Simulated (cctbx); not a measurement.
## A crystallographic session in cctbx: SrZnGeSe4

Library: cctbx 2025.11. The data are simulated by the first script.

## 1. Simulate the data

run.py:

```python
from cctbx import adptbx, crystal, miller, sgtbx, xray
from cctbx.array_family import flex
from iotbx.shelx import hklf
from scitbx import matrix
import scitbx.random

cs = crystal.symmetry(unit_cell=(10.462, 10.502, 6.424, 90, 90, 90), space_group_symbol='Hall: A 2 -2a')  # Ama2
atoms = [  # label, site, U (iso, or U11 U22 U33 U12 U13 U23 in A^2), occupancy
    ("Sr1", (0.5, 0, 0.2552), (0.0034, 0.0037, 0.0034, 0.0002, 0.0000, 0.0000), 1),
    ("Se1", (0.75, 0.94, 0.4979), (0.0044, 0.0039, 0.0041, 0.0000, 0.0000, 0.0004), 1),
    ("Se2", (0.75, 0.5888, 0.5425), (0.0027, 0.0026, 0.0035, 0.0000, 0.0000, 0.0004), 1),
    ("Se3", (0.5775, 0.2706, 0.4518), (0.0028, 0.0034, 0.0035, -0.0003, -0.0005, 0.0002), 1),
    ("Ge1", (0.75, 0.7807, 0.7408), (0.0031, 0.0036, 0.0036, 0.0000, 0.0000, 0.0002), 1),
    ("Zn1", (0.75, 0.1672, 0.6898), (0.0034, 0.0049, 0.0035, 0.0000, 0.0000, 0.0002), 1),
]
xs = xray.structure(crystal_symmetry=cs)
for label, site, u, occ in atoms:
    u = adptbx.u_cif_as_u_star(cs.unit_cell(), u) if isinstance(u, tuple) else u
    xs.add_scatterer(xray.scatterer(label, site=site, u=u, occupancy=occ))
xs.set_inelastic_form_factors(0.71073, "sasaki")
xs.show_summary()
p1 = xs.expand_to_p1()
ms = miller.build_set(p1, anomalous_flag=True, d_min=0.77)
flex.set_random_seed(694564)
scitbx.random.set_random_seed(694564)
ms = ms.select(flex.random_double(ms.size()) < 0.9)
i = ms.structure_factors_from_scatterers(p1, algorithm="direct").f_calc().as_intensity_array().data()
i = i / flex.sqrt(1 + 0.3 * i / flex.max(i))  # extinction
i = i * 70000 / flex.max(i)
sig = flex.sqrt(i + flex.pow2(0.015 * i) + 4 ** 2)
noise = scitbx.random.variate(scitbx.random.normal_distribution())(i.size())
data = ms.array(data=i + sig * noise, sigmas=sig).set_observation_type_xray_intensity()
with open("data.hkl", "w") as f:
    data.export_as_shelx_hklf(f)
print("reflections written:", data.size(), " <I/sigma> = %.1f" % flex.mean(data.data() / data.sigmas()))
for h, a, b in list(data.sort("data"))[:12]:
    print("%4d%4d%4d %9.1f %7.1f" % (h + (a, b)))
```

```console
$ python run.py
```

```text
Number of scatterers: 6
At special positions: 5
Unit cell: (10.462, 10.502, 6.424, 90, 90, 90)
Space group: A m a 2 (No. 40)
reflections written: 5846  <I/sigma> = 19.7
  -2   2  -2   71522.9  1082.8
  -2  -2  -2   70918.4  1082.8
   2  -2   2   70582.9  1071.2
   2   2  -2   70549.1  1082.8
  -2   2   2   69984.4  1071.2
   2  -2  -2   69833.5  1082.8
   2   2   2   69022.5  1071.2
  -2  -2   2   68310.4  1071.2
   4   0   0   67773.2  1056.7
  -4   0   0   67693.9  1056.7
   0   0  -4   60314.3   928.8
  12   0   0   52959.4   803.3
```

It took 0.2 s on 1 thread of Arm Neoverse V2 (shared host), peak memory 0.07 GiB.

## 2. Refinement (refined in the given hand)

run.py:

```python
import math
from cctbx import adptbx, crystal, maptbx, sgtbx, xray
from cctbx.array_family import flex
from cctbx.xray import observations
from iotbx.shelx import hklf
from scitbx.lstbx import normal_eqns_solving
from smtbx import absolute_structure, utils
from smtbx.refinement import constraints, least_squares

cs = crystal.symmetry(unit_cell=(10.462, 10.502, 6.424, 90, 90, 90), space_group_symbol='Hall: A 2 -2a')  # Ama2
atoms = [  # label, site, U (iso, or U11 U22 U33 U12 U13 U23 in A^2), occupancy
    ("Sr1", (0.5, 0, 0.2607), 0.0200, 1),
    ("Se1", (0.75, 0.9384, 0.493), 0.0200, 1),
    ("Se2", (0.75, 0.5926, 0.5427), 0.0200, 1),
    ("Se3", (0.5772, 0.2666, 0.4521), 0.0200, 1),
    ("Ge1", (0.75, 0.7807, 0.7446), 0.0200, 1),
    ("Zn1", (0.75, 0.1715, 0.6904), 0.0200, 1),
]
xs = xray.structure(crystal_symmetry=cs)
for label, site, u, occ in atoms:
    u = adptbx.u_cif_as_u_star(cs.unit_cell(), u) if isinstance(u, tuple) else u
    xs.add_scatterer(xray.scatterer(label, site=site, u=u, occupancy=occ))
xs.set_inelastic_form_factors(0.71073, "sasaki")
xs.convert_to_anisotropic()
raw = hklf.reader(file_name="data.hkl").as_miller_arrays(crystal_symmetry=cs, anomalous=True)[0]
merged = raw.eliminate_sys_absent().merge_equivalents()
fo2 = merged.array().set_observation_type_xray_intensity()
print("Rint %.3f, %d unique reflections to %.2f A" % (merged.r_int(), fo2.size(), fo2.d_min()))
for sc in xs.scatterers():
    sc.flags.set_grad_site(True)
    sc.flags.set_grad_u_aniso(sc.flags.use_u_aniso())
    sc.flags.set_grad_u_iso(sc.flags.use_u_iso())
obs = fo2.as_xray_observations()
extra = {}
rep = constraints.reparametrisation(xs, [], utils.connectivity_table(xs), **extra)
ls = least_squares.crystallographic_ls(obs, rep, weighting_scheme=least_squares.mainstream_shelx_weighting(a=0, b=0))
print("cycle     R1     wR2    GooF  max shift (A)")
for cycle in range(8):
    ls.build_up()
    r1, wr2, goof = ls.r1_factor(cutoff_factor=2)[0], ls.wR2(), ls.goof()
    old = xs.sites_cart()
    normal_eqns_solving.levenberg_marquardt_iterations(ls, n_max_iterations=3, tau=1e-06, step_threshold=1e-7)
    big = flex.max((xs.sites_cart() - old).norms())
    print("%4d %7.4f %7.4f %7.3f %9.5f" % (cycle + 1, r1, wr2, goof, big))
    ls.build_up(objective_only=True)
    if abs(ls.wR2() - wr2) < 5e-5 and big < 5e-4:
        break
ls.build_up()
print("final R1 %.4f wR2 %.4f GooF %.3f  parameters %d  data/parameter %.1f" % (ls.r1_factor(cutoff_factor=2)[0], ls.wR2(), ls.goof(), ls.n_parameters, fo2.size() / ls.n_parameters))
cov = ls.covariance_matrix_and_annotations()
su = dict(zip(cov.annotations, (math.sqrt(max(v, 0)) for v in cov.matrix.matrix_packed_u_diagonal())))
a2 = cs.unit_cell().reciprocal_parameters()[0] ** -2
print("atom        x        y        z      Ueq    occ   su(xyz)  su(Uiso or U11)")
for sc in xs.scatterers():
    s = max(su.get(sc.label + k, 0) for k in (".x", ".y", ".z"))
    npd = "" if sc.is_positive_definite_u(cs.unit_cell()) else "  NPD"
    print("%-5s %8.5f %8.5f %8.5f %8.4f %6.3f %8.5f %7.4f%s" % ((sc.label,) + sc.site + (sc.u_iso_or_equiv(cs.unit_cell()), sc.occupancy, s, su.get(sc.label + ".uiso", su.get(sc.label + ".u11", 0) * a2), npd)))
fc = fo2.structure_factors_from_scatterers(xs, algorithm="direct").f_calc()
absolute_structure.flack_analysis(xs, fo2.as_xray_observations()).show()
h = absolute_structure.hooft_analysis(fo2, fc, scale_factor=ls.scale_factor())
print("Hooft y: %.3f(%.0f)  Bijvoet pairs: %d" % (h.hooft_y, 1000 * h.sigma_y, h.n_bijvoet_pairs))
fo = fo2.f_sq_as_f()
fc = fo.structure_factors_from_scatterers(xs, algorithm="direct").f_calc()
diff = fo.f_obs_minus_f_calc(1 / math.sqrt(ls.scale_factor()), fc).average_bijvoet_mates()
m = diff.fft_map(symmetry_flags=maptbx.use_space_group_symmetry, resolution_factor=0.25).apply_volume_scaling()
print("difference map: max %.2f min %.2f rms %.2f" % (m.statistics().max(), m.statistics().min(), m.statistics().sigma()))
peaks = m.peak_search(parameters=maptbx.peak_search_parameters(min_distance_sym_equiv=0.6, max_clusters=6)).all()
near = xs.closest_distances(peaks.sites(), distance_cutoff=4)
sps = cs.special_position_settings(min_distance_sym_equiv=0.5)
for k, (x, h) in enumerate(zip(peaks.sites(), peaks.heights())):
    ss = sps.site_symmetry(x)
    print("Q%-3d %7.4f %7.4f %7.4f %4d %7.2f  %.2f A from %s" % ((k + 1,) + tuple(t % 1 for t in ss.exact_site()) + (ss.multiplicity(), h, near.smallest_distances[k], xs.scatterers()[near.i_seqs[k]].label)))
```

```console
$ python run.py
```

```text
Rint 0.012, 845 unique reflections to 0.77 A
cycle     R1     wR2    GooF  max shift (A)
   1  0.1596  0.3574  27.124   0.04541
   2  0.0085  0.0204   1.545   0.00000
final R1 0.0085 wR2 0.0204 GooF 1.545  parameters 38  data/parameter 22.2
atom        x        y        z      Ueq    occ   su(xyz)  su(Uiso or U11)
Sr1    0.50000  0.00000  0.25629   0.0030  1.000  0.00004  0.0001
Se1    0.75000  0.93993  0.49892   0.0036  1.000  0.00004  0.0001
Se2    0.75000  0.58885  0.54362   0.0025  1.000  0.00004  0.0001
Se3    0.57749  0.27061  0.45281   0.0027  1.000  0.00003  0.0001
Ge1    0.75000  0.78068  0.74196   0.0030  1.000  0.00005  0.0001
Zn1    0.75000  0.16718  0.69078   0.0034  1.000  0.00005  0.0001
Flack x: 0.003(6)
Hooft y: -0.005(6)  Bijvoet pairs: 385
difference map: max 0.35 min -0.69 rms 0.13
Q1    0.2500  0.4455  0.1126    4    0.36  1.29 A from Zn1
Q2    0.2500  0.2016  0.5458    4    0.32  1.27 A from Ge1
Q3    0.1097  0.0251  0.5194    8    0.31  1.52 A from Se1
Q4    0.2500  0.4096  0.7382    4    0.31  1.25 A from Se2
Q5    0.1539  0.2743  0.4761    8    0.29  1.81 A from Se2
Q6    0.0951  0.0456  0.9445    8    0.27  1.94 A from Se3
```

Time: 0.34 s.

## 3. Refinement

run.py, as its changes from the last script of this kind:

```diff
@@ -12,6 +12,6 @@
-    ("Sr1", (0.5, 0, 0.2607), 0.0200, 1),
-    ("Se1", (0.75, 0.9384, 0.493), 0.0200, 1),
-    ("Se2", (0.75, 0.5926, 0.5427), 0.0200, 1),
-    ("Se3", (0.5772, 0.2666, 0.4521), 0.0200, 1),
-    ("Ge1", (0.75, 0.7807, 0.7446), 0.0200, 1),
-    ("Zn1", (0.75, 0.1715, 0.6904), 0.0200, 1),
+    ("Sr1", (0.5, 0, 0.74371), 0.0030, 1),
+    ("Se1", (0.25, 0.06007, 0.50108), 0.0036, 1),
+    ("Se2", (0.25, 0.41115, 0.45638), 0.0030, 1),
+    ("Se3", (0.42251, 0.72939, 0.54719), 0.0030, 1),
+    ("Ge1", (0.25, 0.21932, 0.25804), 0.0030, 1),
+    ("Zn1", (0.25, 0.83282, 0.30922), 0.0034, 1),
```

```console
$ python run.py
```

```text
Rint 0.012, 845 unique reflections to 0.77 A
cycle     R1     wR2    GooF  max shift (A)
   1  0.0290  0.0826   6.272   0.00079
   2  0.0284  0.0812   6.158   0.00000
final R1 0.0284 wR2 0.0812 GooF 6.158  parameters 38  data/parameter 22.2
atom        x        y        z      Ueq    occ   su(xyz)  su(Uiso or U11)
Sr1    0.50000  0.00000  0.74383   0.0031  1.000  0.00015  0.0004
Se1    0.25000  0.06010  0.50111   0.0037  1.000  0.00016  0.0005
Se2    0.25000  0.41122  0.45636   0.0025  1.000  0.00017  0.0005
Se3    0.42246  0.72941  0.54711   0.0028  1.000  0.00014  0.0004
Ge1    0.25000  0.21929  0.25797   0.0029  1.000  0.00019  0.0006
Zn1    0.25000  0.83280  0.30919   0.0035  1.000  0.00020  0.0006
Flack x: 0.990(6)
Hooft y: 1.011(6)  Bijvoet pairs: 385
difference map: max 0.76 min -0.79 rms 0.13
Q1    0.0000  0.0000  0.7390    4    0.81  0.03 A from Sr1
Q2    0.1113  0.0272  0.4960    8    0.35  1.49 A from Se1
Q3    0.2500  0.2164  0.4682    4    0.35  1.35 A from Ge1
Q4    0.1511  0.2708  0.5299    8    0.34  1.86 A from Se2
Q5    0.2500  0.4183  0.2525    4    0.34  1.31 A from Se2
Q6    0.1748  0.4354  0.2501    8    0.30  1.56 A from Se2
```

Time: 0.33 s.

This run holds a fault made on purpose: the structure inverted.

## 4. Simulate the data

run.py, as its changes from the last script of this kind:

```diff
@@ -20 +20 @@
-xs.set_inelastic_form_factors(0.71073, "sasaki")
+xs.set_inelastic_form_factors(1.54184, "sasaki")
@@ -23,3 +23,3 @@
-ms = miller.build_set(p1, anomalous_flag=True, d_min=0.77)
-flex.set_random_seed(694564)
-scitbx.random.set_random_seed(694564)
+ms = miller.build_set(p1, anomalous_flag=True, d_min=0.83)
+flex.set_random_seed(771744)
+scitbx.random.set_random_seed(771744)
@@ -28 +27,0 @@
-i = i / flex.sqrt(1 + 0.3 * i / flex.max(i))  # extinction
@@ -30 +29 @@
-sig = flex.sqrt(i + flex.pow2(0.015 * i) + 4 ** 2)
+sig = flex.sqrt(i + flex.pow2(0.06 * i) + 2 ** 2)
```

```console
$ python run.py
```

```text
Number of scatterers: 6
At special positions: 5
Unit cell: (10.462, 10.502, 6.424, 90, 90, 90)
Space group: A m a 2 (No. 40)
reflections written: 4664  <I/sigma> = 7.5
  -2   2  -2   79969.6  4208.3
  -2  -2  -2   75626.1  4208.3
   2  -2  -2   67486.8  4208.3
   4   0   0   67345.8  4059.9
   2   2   2   67222.0  4178.5
  -4   0   0   66240.1  4059.9
   2  -2   2   64892.5  4178.5
  -6   0   0   63693.0  3583.9
   6   0   0   62735.0  3583.9
  -2  -2   2   59582.2  4178.5
   0   0   4   54899.1  3384.0
   0   0  -4   53919.2  3450.2
```

Time: 0.2 s.

## 5. Refinement (refined in the given hand)

run.py, as its changes from the last script of this kind:

```diff
@@ -12,6 +12,6 @@
-    ("Sr1", (0.5, 0, 0.74371), 0.0030, 1),
-    ("Se1", (0.25, 0.06007, 0.50108), 0.0036, 1),
-    ("Se2", (0.25, 0.41115, 0.45638), 0.0030, 1),
-    ("Se3", (0.42251, 0.72939, 0.54719), 0.0030, 1),
-    ("Ge1", (0.25, 0.21932, 0.25804), 0.0030, 1),
-    ("Zn1", (0.25, 0.83282, 0.30922), 0.0034, 1),
+    ("Sr1", (0.5, 0, 0.2545), 0.0200, 1),
+    ("Se1", (0.75, 0.9399, 0.5013), 0.0200, 1),
+    ("Se2", (0.75, 0.5889, 0.5422), 0.0200, 1),
+    ("Se3", (0.5781, 0.2703, 0.4557), 0.0200, 1),
+    ("Ge1", (0.75, 0.7793, 0.7445), 0.0200, 1),
+    ("Zn1", (0.75, 0.1663, 0.6928), 0.0200, 1),
@@ -23 +23 @@
-xs.set_inelastic_form_factors(0.71073, "sasaki")
+xs.set_inelastic_form_factors(1.54184, "sasaki")
```

```console
$ python run.py
```

```text
Rint 0.041, 695 unique reflections to 0.83 A
cycle     R1     wR2    GooF  max shift (A)
   1  0.1142  0.2687   7.105   0.01727
   2  0.0144  0.0360   0.953   0.00000
final R1 0.0144 wR2 0.0360 GooF 0.953  parameters 38  data/parameter 18.3
atom        x        y        z      Ueq    occ   su(xyz)  su(Uiso or U11)
Sr1    0.50000  0.00000  0.25717   0.0033  1.000  0.00006  0.0002
Se1    0.75000  0.94004  0.49998   0.0040  1.000  0.00007  0.0002
Se2    0.75000  0.58883  0.54442   0.0028  1.000  0.00006  0.0002
Se3    0.57753  0.27065  0.45375   0.0031  1.000  0.00005  0.0002
Ge1    0.75000  0.78064  0.74295   0.0030  1.000  0.00008  0.0002
Zn1    0.75000  0.16715  0.69164   0.0037  1.000  0.00008  0.0003
Flack x: -0.017(14)
Hooft y: -0.036(25)  Bijvoet pairs: 315
difference map: max 0.48 min -0.46 rms 0.12
Q1    0.2500  0.2252  0.2964    4    0.50  1.32 A from Zn1
Q2    0.2500  0.2783  0.7040    4    0.43  0.67 A from Ge1
Q3    0.2500  0.0308  0.2613    4    0.41  1.56 A from Se1
Q4    0.0748  0.3290  0.8248    8    0.40  1.34 A from Se3
Q5    0.1529  0.4632  0.3514    8    0.39  1.69 A from Se2
Q6    0.2500  0.9952  0.4884    4    0.37  0.68 A from Se1
```

Time: 0.33 s.

## 6. Simulate the data

run.py, as its changes from the last script of this kind:

```diff
@@ -20 +20 @@
-xs.set_inelastic_form_factors(1.54184, "sasaki")
+xs.set_inelastic_form_factors(0.71073, "sasaki")
@@ -23,3 +23,3 @@
-ms = miller.build_set(p1, anomalous_flag=True, d_min=0.83)
-flex.set_random_seed(771744)
-scitbx.random.set_random_seed(771744)
+ms = miller.build_set(p1, anomalous_flag=True, d_min=0.7)
+flex.set_random_seed(534222)
+scitbx.random.set_random_seed(534222)
@@ -28,2 +28,6 @@
-i = i * 70000 / flex.max(i)
-sig = flex.sqrt(i + flex.pow2(0.06 * i) + 2 ** 2)
+law = matrix.sqr((-1, 0, 0, 0, -1, 0, 0, 0, -1))
+mate = flex.miller_index([tuple(matrix.row(h) * law) for h in ms.indices()])
+i2 = ms.customized_copy(indices=mate).structure_factors_from_scatterers(p1, algorithm="direct").f_calc().as_intensity_array().data()
+i = (1 - 0.15) * i + 0.15 * i2
+i = i * 5000 / flex.max(i)
+sig = flex.sqrt(i + flex.pow2(0.06 * i) + 15 ** 2)
```

```console
$ python run.py
```

```text
Number of scatterers: 6
At special positions: 5
Unit cell: (10.462, 10.502, 6.424, 90, 90, 90)
Space group: A m a 2 (No. 40)
reflections written: 7780  <I/sigma> = 3.9
   2   2  -2    5281.1   308.6
   4   0   0    5279.3   300.7
   2   2   2    5167.2   306.0
  -2   2   2    4989.8   306.0
  -2  -2   2    4929.8   306.0
  -2   2  -2    4870.4   308.6
   2  -2  -2    4794.7   308.6
  -2  -2  -2    4709.9   308.6
   2  -2   2    4698.9   306.0
  -6   0   0    4673.8   287.9
  -4   0   0    4605.8   300.7
   0   0  -4    4369.5   258.9
```

Run time: 0.24 s on 1 thread of Arm Neoverse V2, on a shared host, peak memory 0.07 GiB.

[Logs are printed without paths, hosts, clocks, repeated set-up lines and the standing remarks that a program may print on its own settings, such as how far it seeks lower states.]
